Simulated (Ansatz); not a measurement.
**Work function of Pd(110): what the settings cost and change**

Aim: the work function of Pd(110) across levels of theory at one geometry.

Calculated with Ansatz 0.2.0; plane-wave DFT, PBE, Ansatz PAW, in the first sound run; inputs show where later runs differ.

**What experiment says.**

“Anisotropic work function of elemental crystals” (2019, arxiv:1902.07811) quotes from earlier work for Pd (clean (110) face, a compiled value): work function (clean (110) face, a compiled value) 5.07 eV.

### Step 1. Set-up

The cell holds 7 atoms: 7 Pd. Its edges and angles: a = 3.890 Å, b = 2.751 Å, c = 26.252 Å, α = 90.0°, β = 90.0°, γ = 90.0°. Vacuum lies along c.

### Step 2. Run, setting PBE, Ansatz PAW (420 eV)

A work function rests on the faint tail of the density, so the SCF threshold is tight. PBE on the default files comes first; the next runs keep the geometry and change functional or files, each at the cutoff that its files recommend; a relaxation and, for heavy metals, spin-orbit coupling close the ladder.

input.yaml

```yaml
crystal:
  lattice:
    - [3.89, 0.0, 0.0]
    - [0.0, 2.7506453788, 0.0]
    - [0.0, 0.0, 26.2519361364]
  atoms:
    - { symbol: Pd, position: [0.0, 0.0, 0.3428318564] }
    - { symbol: Pd, position: [0.5, 0.5, 0.3952212376] }
    - { symbol: Pd, position: [0.0, 0.0, 0.4476106188] }
    - { symbol: Pd, position: [0.5, 0.5, 0.5] }
    - { symbol: Pd, position: [0.0, 0.0, 0.5523893812] }
    - { symbol: Pd, position: [0.5, 0.5, 0.6047787624] }
    - { symbol: Pd, position: [0.0, 0.0, 0.6571681436] }
kpoints:
  mp_grid: { grid: [11, 15, 1] }
hamiltonian:
  xc: pbe
scf:
  occupations: { method: fermi_dirac, width: 0.1 }
  convergence: { dr2_threshold: 1.0e-09 }
efield:
  axis: 3
  dipole_correction: true
  ramp_position: 0.97
  ramp_width: 0.06
output:
  write_potential: true
  write_density: true
  volumetric_format: npy
  elf: true
```

Started as:

```bash
> ansatz run input.yaml --threads 4 --pin off --max-ram 6144MiB --backend cpu --events-out ev --progress --plain --runs-dir out
```

Log:

```text
Engine: ansatz 0.2.0, aarch64-unknown-linux-gnu
Pseudopotentials: kind: paw
Pseudopotential: Pd, paw, valence charge 18, recommended cutoff 420 eV (normal), Pd.paw.azcp
Functional definition: PBE
  parameter kappa = 0.804
  parameter beta = 0.066725
  exchange = pbe_x(kappa = kappa, mu = beta*pi^2/3)
  correlation = pbe_c(beta = beta)
Crystal: 7 atoms, lattice volume = 280.896 Å³
Basis set: ecut = 420 eV, 5495 PW (Γ)
Bands: 76, of which v1, the nominal top of the filled ones, is band 63 counted from 1 (62 counted from 0)
Symmetry: 4 space group operations
k-points: 48 of 165
Non-local potential: Pd, projectors of the file, l = 0: 2, l = 1: 2, l = 2: 2, l = 3: 1
PAW form: soft (Blöchl's): semilocal exchange-correlation on the pseudo side does not see the compensation charge
PAW one-centre angular grid: Pd, 590 points (default); XC on 64 Gauss nodes
Initial density: superposition of atomic densities (neutral atoms: chi_scale 0, normalization atom), corrected by the library's trained network
Initial wavefunctions: pseudopotential atomic-orbital guess
Functional: x = pbe(κ = 0.804, μ = 0.219515), c = pbe(β = 0.066725)
SCF iter   1: F=—  HF=-48808.023870 eV  |F-HF|=—  |Δ(HF+E_count)|=         —  Δρ=1.03e-2  dr2=2.39e0  ethr=1.77e-3  p=0.000 e·Å  D=2.63e-14 V/Å  ΔV_dip=-0.00 eV  dr2_dipole=2.24e-7  V_vac-E_F(+/−)=4.52/4.52 eV  ⟨swp⟩=7.4  Hψ=15110  notcnv=0  defer=71
efield: sawtooth ramp at fractional position 0.9700 (set: `efield.ramp_position`, or a place that a band, a saddle search or an elastic batch's reference lends), width 0.0600; the density the first Hamiltonian is built on has a dipole p = 0.000 e·Å; the dipole correction subtracts the counter field D = 2.63e-14 V/Å, which shifts the + side's vacuum level by -0.00 eV against the − side's; the planar-averaged density in the ramp window peaks in size at 1.4e-6 e/Å³
preconditioner: auto → LDOS  [metal: Δε(μ)=0.014 eV  Ē_g=6.865 eV  σ=0.100 eV  W_gap=0.03  n_scr=58 (ndim 8)  ℏωp=18.5 eV  f_vac=0.582  D(μ)=14.33/eV (n_scr^D=136)  β→1.0]
SCF iter   2: F=—  HF=-48807.980713 eV  |F-HF|=—  |Δ(HF+E_count)|=   4.32e-2  Δρ=5.88e-3  dr2=1.80e-1  ethr=1.77e-3  p=0.000 e·Å  D=1.33e-5 V/Å  ΔV_dip=-0.00 eV  dr2_dipole=1.46e-7  V_vac-E_F(+/−)=4.87/4.87 eV  ⟨swp⟩=2.2  Hψ=4485  notcnv=0  defer=146
SCF iter   3: F=—  HF=-48807.975880 eV  |F-HF|=—  |Δ(HF+E_count)|=   4.83e-3  Δρ=2.07e-3  dr2=9.69e-2  ethr=1.43e-4  p=0.000 e·Å  D=5.29e-7 V/Å  ΔV_dip=-0.00 eV  dr2_dipole=3.14e-8  V_vac-E_F(+/−)=4.79/4.79 eV  ⟨swp⟩=2.0  Hψ=5571  notcnv=0  defer=151
SCF iter   4: F=—  HF=-48807.971946 eV  |F-HF|=—  |Δ(HF+E_count)|=   3.93e-3  Δρ=8.54e-4  dr2=2.50e-3  ethr=7.69e-5  p=-0.000 e·Å  D=-8.51e-8 V/Å  ΔV_dip=0.00 eV  dr2_dipole=2.60e-9  V_vac-E_F(+/−)=4.84/4.84 eV  ⟨swp⟩=2.4  Hψ=4729  notcnv=0  defer=151
SCF iter   5: F=—  HF=-48807.972164 eV  |F-HF|=—  |Δ(HF+E_count)|=   2.18e-4  Δρ=3.25e-4  dr2=4.37e-4  ethr=1.99e-6  p=-0.000 e·Å  D=-8.33e-8 V/Å  ΔV_dip=0.00 eV  dr2_dipole=4.68e-10  V_vac-E_F(+/−)=4.84/4.84 eV  ⟨swp⟩=2.6  Hψ=5513  notcnv=0  defer=151
SCF iter   6: F=—  HF=-48807.972266 eV  |F-HF|=—  |Δ(HF+E_count)|=   1.02e-4  Δρ=1.62e-4  dr2=1.29e-4  ethr=3.47e-7  p=-0.000 e·Å  D=-1.58e-8 V/Å  ΔV_dip=0.00 eV  dr2_dipole=4.99e-11  V_vac-E_F(+/−)=4.84/4.84 eV  ⟨swp⟩=1.7  Hψ=3746  notcnv=0  defer=151
SCF iter   7: F=—  HF=-48807.972266 eV  |F-HF|=—  |Δ(HF+E_count)|=   6.10e-7  Δρ=6.02e-5  dr2=2.07e-5  ethr=1.02e-7  p=-0.000 e·Å  D=-1.33e-7 V/Å  ΔV_dip=0.00 eV  dr2_dipole=1.65e-12  V_vac-E_F(+/−)=4.84/4.84 eV  ⟨swp⟩=1.5  Hψ=3957  notcnv=0  defer=151
SCF iter   8: F=—  HF=-48807.972274 eV  |F-HF|=—  |Δ(HF+E_count)|=   8.00e-6  Δρ=2.18e-5  dr2=1.59e-6  ethr=1.64e-8  p=0.000 e·Å  D=9.51e-9 V/Å  ΔV_dip=-0.00 eV  dr2_dipole=5.34e-12  V_vac-E_F(+/−)=4.84/4.84 eV  ⟨swp⟩=2.3  Hψ=5091  notcnv=0  defer=151
SCF iter   9: F=—  HF=-48807.971933 eV  |F-HF|=—  |Δ(HF+E_count)|=   3.41e-4  Δρ=5.50e-6  dr2=2.35e-7  ethr=1.26e-9  p=-0.000 e·Å  D=-2.02e-8 V/Å  ΔV_dip=0.00 eV  dr2_dipole=1.96e-13  V_vac-E_F(+/−)=4.84/4.84 eV  ⟨swp⟩=3.0  Hψ=7203  notcnv=0  defer=144
SCF iter  10: F=—  HF=-48807.971933 eV  |F-HF|=—  |Δ(HF+E_count)|=   2.59e-8  Δρ=2.56e-6  dr2=2.18e-8  ethr=1.86e-10  p=-0.000 e·Å  D=-3.75e-10 V/Å  ΔV_dip=0.00 eV  dr2_dipole=8.78e-14  V_vac-E_F(+/−)=4.84/4.84 eV  ⟨swp⟩=2.5  Hψ=5795  notcnv=0  defer=144
SCF iter  11: F=—  HF=-48807.971933 eV  |F-HF|=—  |Δ(HF+E_count)|=   3.28e-8  Δρ=6.94e-7  dr2=1.86e-9  ethr=1.73e-11  p=0.000 e·Å  D=6.59e-10 V/Å  ΔV_dip=-0.00 eV  dr2_dipole=9.96e-16  V_vac-E_F(+/−)=4.84/4.84 eV  ⟨swp⟩=2.0  Hψ=5240  notcnv=0  defer=144
SCF iter  12: F=-48807.971933 eV  HF=-48807.971933 eV  |F-HF|=1.25e-9  |Δ(HF+E_count)|=   1.35e-8  Δρ=2.30e-7  dr2=2.22e-10  ethr=1.00e-12  p=0.000 e·Å  D=1.34e-9 V/Å  ΔV_dip=-0.00 eV  dr2_dipole=1.66e-15  V_vac-E_F(+/−)=4.84/4.84 eV  ⟨swp⟩=13.5  Hψ=11994  notcnv=0
SCF 1 converged in 12 iterations: F = -48807.971933 eV  dr2 = 2.22e-10
  greatest PAW one-centre occupation: 0.999 electrons in one spin orbital (limit 2), on the Pd atom at site 6 (counted from 0), in its partial waves of l = 0
WARN: The output density's exchange-correlation potential varies sharply where the density is thin. Do not read a vacuum level from v_tot or v_xc, or from such a field of the output density. On a cell that repeats whose density bears no net charge and no dipole along the vacuum's axis use v_es (v_loc + v_h of the components); under efield.dipole_correction with no amplitude use v_es + v_field, which holds any externa [...]
SCF converged after 12 iterations
Free energy (F): -48807.971933 eV
Harris-Foulkes:  -48807.971933 eV  (|F-HF|=1.25e-9)
Internal energy: -48807.493247 eV  (E = F + TS)
E sigma→0 (E₀):  -48807.732590 eV
Entropy (-TS):   -0.478686 eV (-68.384 meV/atom)
Fermi energy:    4.224308 eV
Dipole field:    D = 0.000000 V/Å  (p = 0.000000 e·Å, saw-weighted, corrected)
Work function:   Φ+ = 4.8363 eV   Φ− = 4.8363 eV
Levels:          The Fermi level and band energies are counted from a zero that moves with the ramp; work functions are not
--- Per-component energies (eV) ---
  E_band       = -2892.893062
  E_kinetic    = 3595.945672
  E_local      = -249203.721244  (includes V_loc(G=0)·N_el)
  E_nonlocal   = 1523.000064
  E_hartree    = 122489.006719
  E_xc         = -1177.702685
  E_vxc        = -1477.024684  (∫ρ·V_xc dr)
  E_paw        = -26253.643262  (= ΣΔE_a)
  E_vpaw       = -2309.107937  (= ΣTr[D̂ρ^β])
  E_aug_tail   = 0.001587  (compensation charges beyond the density's cutoff)
  E_efield     = 0.000000  (sawtooth field / dipole correction)
  E_vefield    = 0.000000  (∫n·V_field dr)
  E_ewald      = 100219.619903
  E_smearing   = -0.478686  (= −TS)
  E_closure    = -0.000000  (closes the sum)
  Σ components = -48807.971933   (vs F -48807.971933, Δ=0.00e0)
--- Band table (eV; the first three rows and the last of 48) ---
  k-point 0: bands = [... 59 lower, 3.7888, 3.8234, 3.8493, 4.0933, 4.1030, 4.2762, 4.4648, 4.8765, ... 9 higher]
  k-point 1: bands = [... 59 lower, 3.6694, 3.9264, 3.9379, 3.9452, 4.0175, 4.3164, 4.3945, 4.9441, ... 9 higher]
  k-point 2: bands = [... 59 lower, 3.5033, 3.8340, 3.8714, 3.8764, 4.0338, 4.2578, 4.4700, 5.1344, ... 9 higher]
  k-point 47: bands = [... 59 lower, 4.1935, 4.2263, 4.3296, 4.3674, 5.9576, 6.4203, 7.8318, 8.3484, ... 9 higher]
```

It took 86 s on 4 threads of Arm Neoverse N1, shared host; peak memory 1.4 GiB; 4.9 min of CPU time.

In the SCF lines HF is the Harris–Foulkes energy and dr2 the Hartree energy of the density residual, in eV; the loop may stop once dr2 is under the threshold and the program's other checks hold. Hψ counts applications of the Hamiltonian.

Read from the output:

| Quantity | Value |
| --- | --- |
| energy at zero smearing | -48807.7326 eV |
| work function, upper face | 4.836 eV |

Running mean over 1.375 Å of the planar mean; the ramp of the sawtooth is left out. Table of electron's electrostatic potential energy less the Fermi level by z:

z (Å), electron's electrostatic potential energy less the Fermi level (eV) and a bar from the least value:
```
        4       4.84 ##############################
        5       4.83 ##############################
        6       4.82 ##############################
        7       4.59 #############################
        8       0.99 #####################
        9      -7.21 ###
       10      -8.41 #
       11      -8.63 
       12      -8.67 
       13      -8.67 
       14      -8.67 
       15      -8.65 
       16      -8.49 
       17      -7.90 ##
       18      -1.38 ################
       19       4.34 #############################
       20       4.80 ##############################
       21       4.83 ##############################
       22       4.84 ##############################
       23       4.84 ##############################
```

Valence density in the ca plane at fractional y = 0.000, with atoms of Pd within 0.2 Å of it. It is the smooth field of the valence electrons, not physical close to the nuclei.

Values in e/Å³, 6 rows by 16 columns, each cell a mean:
```
 0  0  5  4  0  7  2  1  8  1  3  7  0  0  0  0
 0  0  0  0  0  1  0  0  1  0  0  1  0  0  0  0
 0  0  0  0  0  0  0  0  0  0  0  0  0  0  0  0
 0  0  0  0  0  0  0  0  0  0  0  0  0  0  0  0
 0  0  1  1  0  2  1  0  2  0  1  2  0  0  0  0
 0  0  7  6  1  9  3  2 10  1  4  9  0  0  0  0
```
Columns run along c (16.0 Å, from fractional 0.24 to 0.85 of the cell), rows up along a (3.9 Å). Atoms in or near the plane, at fractional coordinates: Pd at (0.34, 0.00), Pd at (0.45, 0.00), Pd at (0.55, 0.00), Pd at (0.66, 0.00).

ELF in the ca plane at fractional y = 0.000, with atoms of Pd within 0.2 Å of it. It is the smooth field of the valence electrons, not physical close to the nuclei.

Ten even steps from '0' (0.00) to '9' (0.53), each cell a mean:
```
00012698896337978843488797336988962100000000
00012379974334799534359984334799742100000000
00011234443443444334334443443444321100000000
00001122333333333333333333333332211000000000
00000112333333322333332233333332110000000000
00000112333333323333333233333332110000000000
00001123333433333334333333343333221000000000
00011357754433576434346753344577532100000000
00012599995335999743479996335999952100000000
00012696697437957954597587347966963100000000
```
Columns run along c (16.0 Å, from fractional 0.24 to 0.85 of the cell), rows up along a (3.9 Å). Atoms in or near the plane, at fractional coordinates: Pd at (0.34, 0.00), Pd at (0.45, 0.00), Pd at (0.55, 0.00), Pd at (0.66, 0.00).

Electrostatic potential energy in the ca plane at fractional y = 0.000, with atoms of Pd within 0.2 Å of it. With pseudopotentials it is smooth inside the atoms' cores, unlike the true potential.

Ten even steps from '0' (-56 eV) to '9' (9 eV), each cell a mean:
```
99999730026986100489840015897200379999999999
99999864468998534799974358998644689999999999
99999998899999888999998889999988999999999999
99999999999999999999999999999999999999999999
99999999999999999999999999999999999999999999
99999999999999999999999999999999999999999999
99999999999999999999999999999999999999999999
99999986679998766899987678999866899999999999
99999842147997312589852136997411489999999999
99999720016985100379730005896100279999999999
```
Columns run along c (16.0 Å, from fractional 0.24 to 0.85 of the cell; values clipped at the 3rd and 97th percentile), rows up along a (3.9 Å). Atoms in or near the plane, at fractional coordinates: Pd at (0.34, 0.00), Pd at (0.45, 0.00), Pd at (0.55, 0.00), Pd at (0.66, 0.00).

The work function is 4.836 eV.

### Step 3. Run

This step: plane-wave DFT, LDA, Ansatz PAW (Ansatz 0.2.0).

Changes to input.yaml since step 2:

```diff
@@ -16,3 +16,3 @@
 hamiltonian:
-  xc: pbe
+  xc: lda
 scf:
@@ -29,2 +29 @@
   volumetric_format: npy
-  elf: true
```

Log:

```text
[...]
Crystal: 7 atoms, lattice volume = 280.896 Å³
Basis set: ecut = 420 eV, 5495 PW (Γ)
Bands: 76, of which v1, the nominal top of the filled ones, is band 63 counted from 1 (62 counted from 0)
Symmetry: 4 space group operations
k-points: 48 of 165
[...]
k-point 0: bands = [... 59 lower, 3.4191, 3.4361, 3.4580, 3.7169, 3.7259, 3.8924, 4.0823, 4.4687, ... 9 higher]
  k-point 1: bands = [... 59 lower, 3.2918, 3.5392, 3.5537, 3.5589, 3.6487, 3.9313, 4.0114, 4.5347, ... 9 higher]
  k-point 2: bands = [... 59 lower, 3.1227, 3.4622, 3.4824, 3.4900, 3.6495, 3.8736, 4.0872, 4.7198, ... 9 higher]
  k-point 47: bands = [... 59 lower, 3.8114, 3.8413, 3.9492, 3.9824, 5.5040, 5.9712, 7.3824, 7.8998, ... 9 higher]
[key lines of the parts left out:]
SCF converged after 13 iterations
Free energy (F): -47909.125293 eV
Fermi energy:    3.840028 eV
Dipole field:    D = 0.000000 V/Å  (p = 0.000000 e·Å, saw-weighted, corrected)
Work function:   Φ+ = 5.2357 eV   Φ− = 5.2357 eV
```

The job ended after 88 s (4 threads; peak memory 1.4 GiB).

The work function is 5.236 eV, +0.399 eV from the run “PBE, Ansatz PAW (420 eV)”, at 1.0 times its CPU time.

### Step 4. Run

This step: plane-wave DFT, PBEsol, Ansatz PAW (Ansatz 0.2.0).

Changes to input.yaml since step 3:

```diff
@@ -16,3 +16,3 @@
 hamiltonian:
-  xc: lda
+  xc: pbesol
 scf:
```

Log:

```text
[...]
Crystal: 7 atoms, lattice volume = 280.896 Å³
Basis set: ecut = 420 eV, 5495 PW (Γ)
Bands: 76, of which v1, the nominal top of the filled ones, is band 63 counted from 1 (62 counted from 0)
Symmetry: 4 space group operations
k-points: 48 of 165
[...]
k-point 0: bands = [... 59 lower, 3.6692, 3.6954, 3.7252, 3.9752, 3.9772, 4.1506, 4.3404, 4.7481, ... 9 higher]
  k-point 1: bands = [... 59 lower, 3.5473, 3.7979, 3.8151, 3.8173, 3.9003, 4.1898, 4.2695, 4.8142, ... 9 higher]
  k-point 2: bands = [... 59 lower, 3.3786, 3.7144, 3.7408, 3.7488, 3.9100, 4.1321, 4.3454, 4.9999, ... 9 higher]
  k-point 47: bands = [... 59 lower, 4.0693, 4.1003, 4.2064, 4.2414, 5.7546, 6.2199, 7.6415, 8.1562, ... 9 higher]
[key lines of the parts left out:]
SCF converged after 13 iterations
Free energy (F): -48344.010968 eV
Fermi energy:    4.098053 eV
Dipole field:    D = 0.000000 V/Å  (p = 0.000000 e·Å, saw-weighted, corrected)
Work function:   Φ+ = 4.9401 eV   Φ− = 4.9401 eV
```

Elapsed: 89 s, on 4 threads; peak memory 1.4 GiB.

The work function is 4.940 eV, +0.104 eV from the run “PBE, Ansatz PAW (420 eV)”, at 1.0 times its CPU time.

### Step 5. Run

This step: plane-wave DFT, RPBE, Ansatz PAW (Ansatz 0.2.0).

Changes to input.yaml since step 4:

```diff
@@ -16,3 +16,3 @@
 hamiltonian:
-  xc: pbesol
+  xc: rpbe
 scf:
```

Log:

```text
[...]
Crystal: 7 atoms, lattice volume = 280.896 Å³
Basis set: ecut = 420 eV, 5495 PW (Γ)
Bands: 76, of which v1, the nominal top of the filled ones, is band 63 counted from 1 (62 counted from 0)
Symmetry: 4 space group operations
k-points: 48 of 165
[...]
k-point 0: bands = [... 59 lower, 3.9389, 3.9787, 4.0129, 4.2438, 4.2586, 4.4304, 4.6190, 5.0491, ... 9 higher]
  k-point 1: bands = [... 59 lower, 3.8245, 4.0817, 4.0970, 4.1009, 4.1685, 4.4717, 4.5487, 5.1172, ... 9 higher]
  k-point 2: bands = [... 59 lower, 3.6603, 3.9860, 4.0277, 4.0319, 4.1923, 4.4125, 4.6242, 5.3098, ... 9 higher]
  k-point 47: bands = [... 59 lower, 4.3480, 4.3814, 4.4835, 4.5222, 6.1448, 6.6063, 8.0178, 8.5360, ... 9 higher]
[key lines of the parts left out:]
SCF converged after 11 iterations
Free energy (F): -48862.281398 eV
Fermi energy:    4.380195 eV
Dipole field:    D = 0.000000 V/Å  (p = 0.000001 e·Å, saw-weighted, corrected)
Work function:   Φ+ = 4.6516 eV   Φ− = 4.6516 eV
```

Run time: 78 s. Hardware: 4 threads; peak memory 1.4 GiB.

The work function is 4.652 eV, -0.185 eV from the run “PBE, Ansatz PAW (420 eV)”, at 0.91 times its CPU time.

### Step 6. Slab

This step: plane-wave DFT, r2SCAN, Ansatz PAW (Ansatz 0.2.0).

Changes to input.yaml since step 5:

```diff
@@ -16,3 +16,3 @@
 hamiltonian:
-  xc: rpbe
+  xc: r2scan
 scf:
```

Log:

```text
[...]
Crystal: 7 atoms, lattice volume = 280.896 Å³
Basis set: ecut = 500 eV, 7047 PW (Γ), exchange–correlation on 120×96×768 points (64 copies of the dense FFT grid, shifted against one another)
Bands: 76, of which v1, the nominal top of the filled ones, is band 63 counted from 1 (62 counted from 0)
Symmetry: 4 space group operations
k-points: 48 of 165
[...]
k-point 0: bands = [... 59 lower, 3.6478, 3.7294, 3.7862, 3.9635, 4.0267, 4.1982, 4.3937, 4.9125, ... 9 higher]
  k-point 1: bands = [... 59 lower, 3.5440, 3.8381, 3.8581, 3.8623, 3.8873, 4.2453, 4.3215, 4.9843, ... 9 higher]
  k-point 2: bands = [... 59 lower, 3.3797, 3.7024, 3.7893, 3.7894, 3.9534, 4.1812, 4.3998, 5.1884, ... 9 higher]
  k-point 47: bands = [... 59 lower, 4.1053, 4.1472, 4.2472, 4.2981, 6.1747, 6.6509, 8.0694, 8.6099, ... 9 higher]
[key lines of the parts left out:]
SCF converged after 18 iterations
Free energy (F): -48897.916398 eV
Fermi energy:    4.142489 eV
Dipole field:    D = 0.000001 V/Å  (p = 0.000001 e·Å, saw-weighted, corrected)
Work function:   Φ+ = 4.8303 eV   Φ− = 4.8303 eV
```

It took 4 min on 4 threads; peak memory 2 GiB; 14 min of CPU time.

The work function is 4.830 eV, -0.006 eV from the run “PBE, Ansatz PAW (420 eV)”, at 2.9 times its CPU time.

### Step 7. Run

This step: plane-wave DFT, PBE, JTH PAW (Ansatz 0.2.0).

Changes to input.yaml since step 6:

```diff
@@ -16,3 +16,4 @@
 hamiltonian:
-  xc: r2scan
+  xc: pbe
+  pseudopotentials: { kind: paw, source: jth }
 scf:
```

Log:

```text
[...]
k-point 0: bands = [... 59 lower, 5.3946, 5.4249, 5.4561, 5.6984, 5.7104, 5.8772, 6.0661, 6.4834, ... 9 higher]
  k-point 1: bands = [... 59 lower, 5.2753, 5.5287, 5.5447, 5.5517, 5.6228, 5.9199, 5.9968, 6.5512, ... 9 higher]
  k-point 2: bands = [... 59 lower, 5.1088, 5.4398, 5.4760, 5.4830, 5.6408, 5.8619, 6.0722, 6.7424, ... 9 higher]
  k-point 47: bands = [... 59 lower, 5.7953, 5.8268, 5.9332, 5.9699, 7.6045, 8.0668, 9.4650, 9.9833, ... 9 higher]
[key lines of the parts left out:]
SCF converged after 13 iterations
Free energy (F): -48763.406676 eV
Fermi energy:    5.828929 eV
Dipole field:    D = -0.000001 V/Å  (p = -0.000002 e·Å, saw-weighted, corrected)
Work function:   Φ+ = 4.8357 eV   Φ− = 4.8356 eV
```

Run time: 6.5 min. Hardware: 4 threads; peak memory 4.9 GiB; 24 min of CPU time.

The work function is 4.836 eV, -0.001 eV from the run “PBE, Ansatz PAW (420 eV)”, at 4.8 times its CPU time.

(Continued in part 2 of 2.)

[Long decimals in the printed logs are rounded to 6 places.]

[Logs are printed without paths, hosts, clocks, repeated set-up lines and the standing remarks that a program may print on its own settings, such as how far it seeks lower states.]

[Hosts, paths, dates, database ids (printed as entryN), source tags and the programs' standing remarks are cut or masked in the printed files.]

[Maps of the electrostatic potential energy from Ansatz leave out the sawtooth potential of an applied field or a dipole correction, so their vacuum need not be flat; planar profiles and work functions include it.]
